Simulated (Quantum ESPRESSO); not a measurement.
## Germanium (Fd-3m) under biaxial strain: a fit and a test

Aim: strain and stress coefficients of the optical modes of Germanium (Fd-3m) under biaxial strain in the (001) plane.

Method: DFT LDA, scalar-relativistic, plane waves, PseudoDojo norm-conserving pseudopotentials, in Quantum ESPRESSO 7.5.

### Step 1. The relaxed structure

Symmetry: Fd-3m, No. 227, cubic system. The conventional cell has a = 5.620 Å, b = 5.620 Å, c = 5.620 Å, α = 90.00°, β = 90.00°, γ = 90.00°. Nearest to Ge lie 4 Ge at 2.43 Å.

Coordinates:

```cif
data_structure
_symmetry_space_group_name_H-M 'Fd-3m:1'
_symmetry_Int_Tables_number 227
_cell_length_a 5.6200
_cell_length_b 5.6200
_cell_length_c 5.6200
_cell_angle_alpha 90.000
_cell_angle_beta 90.000
_cell_angle_gamma 90.000
_cell_volume 177.51
loop_
_atom_site_label
_atom_site_type_symbol
_atom_site_symmetry_multiplicity
_atom_site_Wyckoff_symbol
_atom_site_fract_x
_atom_site_fract_y
_atom_site_fract_z
_atom_site_occupancy
Ge1 Ge 8 b 0.00000 0.50000 0.00000 1
```

This is the cell after its relaxation at this level of theory, not the database cell from which that began.

### Step 2. Strained cells

The in-plane lattice vectors are held at a strain ε, as on a substrate; the length along z is set so that σ_zz vanishes; symmetry keeps the atoms on their sites. Modes are taken without the LO-TO term. Cutoff 86 Ry, k mesh 8×8×8 with shifts.

From the response at ε = -0.03:

The log of the run:

```text
[banners, grids, parts of the stress and lines that vanish by symmetry left out]
Program PHONON v.7.5
     Reading xml data from directory:

[...]
Exchange-correlation= PW
                           (   1   4   0   0   0   0   0)
[...]
kinetic-energy cut-off    =      86.0000  Ry
     charge density cut-off    =     344.0000  Ry
     convergence threshold     =      1.0E-18
[...]
Exchange-correlation= PW
                           (   1   4   0   0   0   0   0)
[...]
q = (   0.0000000   0.0000000   0.0000000 )
     17 Sym.Ops. (with q -> -q+G )
     G cutoff =  488.1482  (  31045 G-vectors)     FFT grid: ( 48, 48, 48)
     number of k points=   144
[...]
Mode symmetry, D_4h(4/mmm) point group:
[...]
Dielectric constant
[...]
End of electric fields calculation
          Dielectric constant in cartesian axis
          (      20.448715515       0.000000000       0.000000000 )
          (       0.000000000      20.448715515       0.000000000 )
          (      -0.000000000       0.000000000      19.811905669 )
          Effective charges (d Force / dE) in cartesian axis without acoustic sum rule applied (asr)
           atom    1  Ge    Mean Z*:       -0.01284
      Ex  (       -0.01454        0.00000       -0.00000 )
      Ey  (       -0.00000       -0.01454       -0.00000 )
      Ez  (       -0.00000        0.00000       -0.00945 )
           atom    2  Ge    Mean Z*:       -0.01284
      Ex  (       -0.01454       -0.00000       -0.00000 )
      Ey  (       -0.00000       -0.01454        0.00000 )
      Ez  (       -0.00000        0.00000       -0.00945 )
          Effective charges Sum: Mean:       -0.02568
[...]
Effective charges (d Force / dE) in cartesian axis with asr applied:
           atom    1  Ge    Mean Z*:        0.00000
[...]
atom    2  Ge    Mean Z*:       -0.00000
[...]
Representation #   1 mode #   1
[...]
End of self-consistent calculation
     Convergence has been achieved
     Representation #   2 modes #   2   3
[...]
End of self-consistent calculation
     Convergence has been achieved
     Representation #   3 mode #   4
[...]
End of self-consistent calculation
     Convergence has been achieved
     Representation #   4 modes #   5   6
[...]
End of self-consistent calculation
     Convergence has been achieved
[...]
Dielectric constant in cartesian axis
          (      20.448715515       0.000000000       0.000000000 )
          (       0.000000000      20.448715515       0.000000000 )
          (      -0.000000000       0.000000000      19.811905669 )
          Effective charges (d Force / dE) in cartesian axis without acoustic sum rule applied (asr)
           atom    1  Ge    Mean Z*:       -0.01284
      Ex  (       -0.01454        0.00000       -0.00000 )
      Ey  (       -0.00000       -0.01454       -0.00000 )
      Ez  (       -0.00000        0.00000       -0.00945 )
           atom    2  Ge    Mean Z*:       -0.01284
      Ex  (       -0.01454       -0.00000       -0.00000 )
      Ey  (       -0.00000       -0.01454        0.00000 )
      Ez  (       -0.00000        0.00000       -0.00945 )
          Effective charges Sum: Mean:       -0.02568
[...]
Effective charges (d Force / dE) in cartesian axis with asr applied:
           atom    1  Ge    Mean Z*:        0.00000
[...]
atom    2  Ge    Mean Z*:       -0.00000
[...]
q = (    0.000000000   0.000000000   0.000000000 )
[...]
freq (    1) =       0.054400 [THz] =       1.814582 [cm-1]
     freq (    2) =       0.054400 [THz] =       1.814582 [cm-1]
     freq (    3) =       0.062793 [THz] =       2.094542 [cm-1]
     freq (    4) =       9.125327 [THz] =     304.388135 [cm-1]
     freq (    5) =       9.125327 [THz] =     304.388135 [cm-1]
     freq (    6) =       9.253824 [THz] =     308.674328 [cm-1]
[...]
Mode symmetry, D_4h(4/mmm) point group:
     freq (   1-   2) =          1.8  [cm-1]   --> E_u  X_5' M_5'  I
     freq (   3-   3) =          2.1  [cm-1]   --> A_2u X_4' M_4'  I
     freq (   4-   5) =        304.4  [cm-1]   --> E_g  X_5  M_5   R
     freq (   6-   6) =        308.7  [cm-1]   --> B_2g X_3  M_3   R

   JOB DONE.
```

The run at ε = 0.01 is held back.

| ε | ε_zz | σ_xx (GPa, tension positive) | singlet (cm⁻¹) | doublet (cm⁻¹) |
| --- | --- | --- | --- | --- |
| -0.03 | 0.0227 | -4.53 | 308.67 | 304.39 |
| -0.02 | 0.0151 | -2.90 | 303.92 | 301.34 |
| -0.01 | 0.0076 | -1.39 | 299.21 | 298.06 |
| 0 | 0.0000 | 0.01 | 294.55 | 294.55 |
| 0.01 | -0.0077 | 1.29 | held back | held back |
| 0.02 | -0.0154 | 2.48 | 285.32 | 286.89 |
| 0.03 | -0.0234 | 3.56 | 280.80 | 282.80 |

### Step 3. The fit

Parabolas ω = ω₀ + a ε + b ε² through the other rows:

| mode | ω₀ (cm⁻¹) | a (cm⁻¹) | b (cm⁻¹) |
| --- | --- | --- | --- |
| singlet | 294.5 | -465 | 211 |
| doublet | 294.6 | -360 | -1066 |

The biaxial modulus, the linear term of σ_xx, is 135 GPa, so the singlet mode moves by a/M = -3.5 cm⁻¹ a GPa of tensile stress. The ratio −ε_zz/ε near zero is 0.77. For ε = 0.01 the fits predict 289.92 and 290.84 cm⁻¹.

### Step 4. The run that was held back

The log of the run:

```text
[banners, grids, parts of the stress and lines that vanish by symmetry left out]
[banner, memory and clock lines left out]
Program PHONON v.7.5

[...]
Exchange-correlation= PW
                           (   1   4   0   0   0   0   0)
[...]
kinetic-energy cut-off    =      86.0000  Ry
     charge density cut-off    =     344.0000  Ry
     convergence threshold     =      1.0E-18
[...]
Exchange-correlation= PW
                           (   1   4   0   0   0   0   0)
[...]
q = (   0.0000000   0.0000000   0.0000000 )
     17 Sym.Ops. (with q -> -q+G )
     G cutoff =  492.5788  (  32679 G-vectors)     FFT grid: ( 48, 48, 48)
     number of k points=   144
[...]
Mode symmetry, D_4h(4/mmm) point group:
[...]
Dielectric constant
[...]
End of electric fields calculation
          Dielectric constant in cartesian axis
          (      23.051822288       0.000000000       0.000000000 )
          (      -0.000000000      23.051822288      -0.000000000 )
          (       0.000000000       0.000000000      23.389043497 )
          Effective charges (d Force / dE) in cartesian axis without acoustic sum rule applied (asr)
           atom    1  Ge    Mean Z*:       -0.01721
      Ex  (       -0.01703        0.00000       -0.00000 )
      Ey  (        0.00000       -0.01703        0.00000 )
      Ez  (       -0.00000       -0.00000       -0.01756 )
           atom    2  Ge    Mean Z*:       -0.01721
      Ex  (       -0.01703       -0.00000        0.00000 )
      Ey  (        0.00000       -0.01703        0.00000 )
      Ez  (        0.00000        0.00000       -0.01756 )
[...]
End of self-consistent calculation
     Convergence has been achieved
     Representation #   4 modes #   5   6
[...]
End of self-consistent calculation
     Convergence has been achieved
[...]
Dielectric constant in cartesian axis
          (      23.051822288       0.000000000       0.000000000 )
          (      -0.000000000      23.051822288      -0.000000000 )
          (       0.000000000       0.000000000      23.389043497 )
          Effective charges (d Force / dE) in cartesian axis without acoustic sum rule applied (asr)
           atom    1  Ge    Mean Z*:       -0.01721
      Ex  (       -0.01703        0.00000       -0.00000 )
      Ey  (        0.00000       -0.01703        0.00000 )
      Ez  (       -0.00000       -0.00000       -0.01756 )
           atom    2  Ge    Mean Z*:       -0.01721
      Ex  (       -0.01703       -0.00000        0.00000 )
      Ey  (        0.00000       -0.01703        0.00000 )
      Ez  (        0.00000        0.00000       -0.01756 )
          Effective charges Sum: Mean:       -0.03442
[...]
Effective charges (d Force / dE) in cartesian axis with asr applied:
           atom    1  Ge    Mean Z*:        0.00000
[...]
atom    2  Ge    Mean Z*:       -0.00000
[...]
q = (    0.000000000   0.000000000   0.000000000 )
[...]
freq (    1) =      -0.093315 [THz] =      -3.112650 [cm-1]
     freq (    2) =      -0.092392 [THz] =      -3.081860 [cm-1]
     freq (    3) =      -0.092392 [THz] =      -3.081860 [cm-1]
     freq (    4) =       8.691526 [THz] =     289.918109 [cm-1]
     freq (    5) =       8.718753 [THz] =     290.826299 [cm-1]
     freq (    6) =       8.718753 [THz] =     290.826299 [cm-1]
[...]
Mode symmetry, D_4h(4/mmm) point group:
     freq (   1-   1) =         -3.1  [cm-1]   --> A_2u X_4' M_4'  I
     freq (   2-   3) =         -3.1  [cm-1]   --> E_u  X_5' M_5'  I
     freq (   4-   4) =        289.9  [cm-1]   --> B_2g X_3  M_3   R
     freq (   5-   6) =        290.8  [cm-1]   --> E_g  X_5  M_5   R
```

It gives 289.92 and 290.83 cm⁻¹.

### Step 5. Results

```yaml
strain_coefficient_of_the_singlet_mode: -465 cm⁻¹
strain_coefficient_of_the_doublet_mode: -360 cm⁻¹
biaxial_modulus: 135 GPa
```

In words: One per cent of tensile strain moves the singlet mode of Germanium (Fd-3m) by -4.6 cm⁻¹ and the doublet mode by -3.6 cm⁻¹; the fits miss the run held back by up to 0.01 cm⁻¹. At 3 % strain the quadratic term is 1 % of the linear one for the singlet mode and 9 % for the doublet mode. These are harmonic values at zero temperature, without the LO-TO term, for a homogeneous, dislocation-free layer.

[Host names and launcher messages were left out of these logs when they were recorded.]

[Logs are printed without paths, hosts, clocks, repeated set-up lines and the standing remarks that a program may print on its own settings, such as how far it seeks lower states.]

[Hosts, paths, dates, database ids (printed as entryN), source tags and the programs' standing remarks are cut or masked in the printed files.]
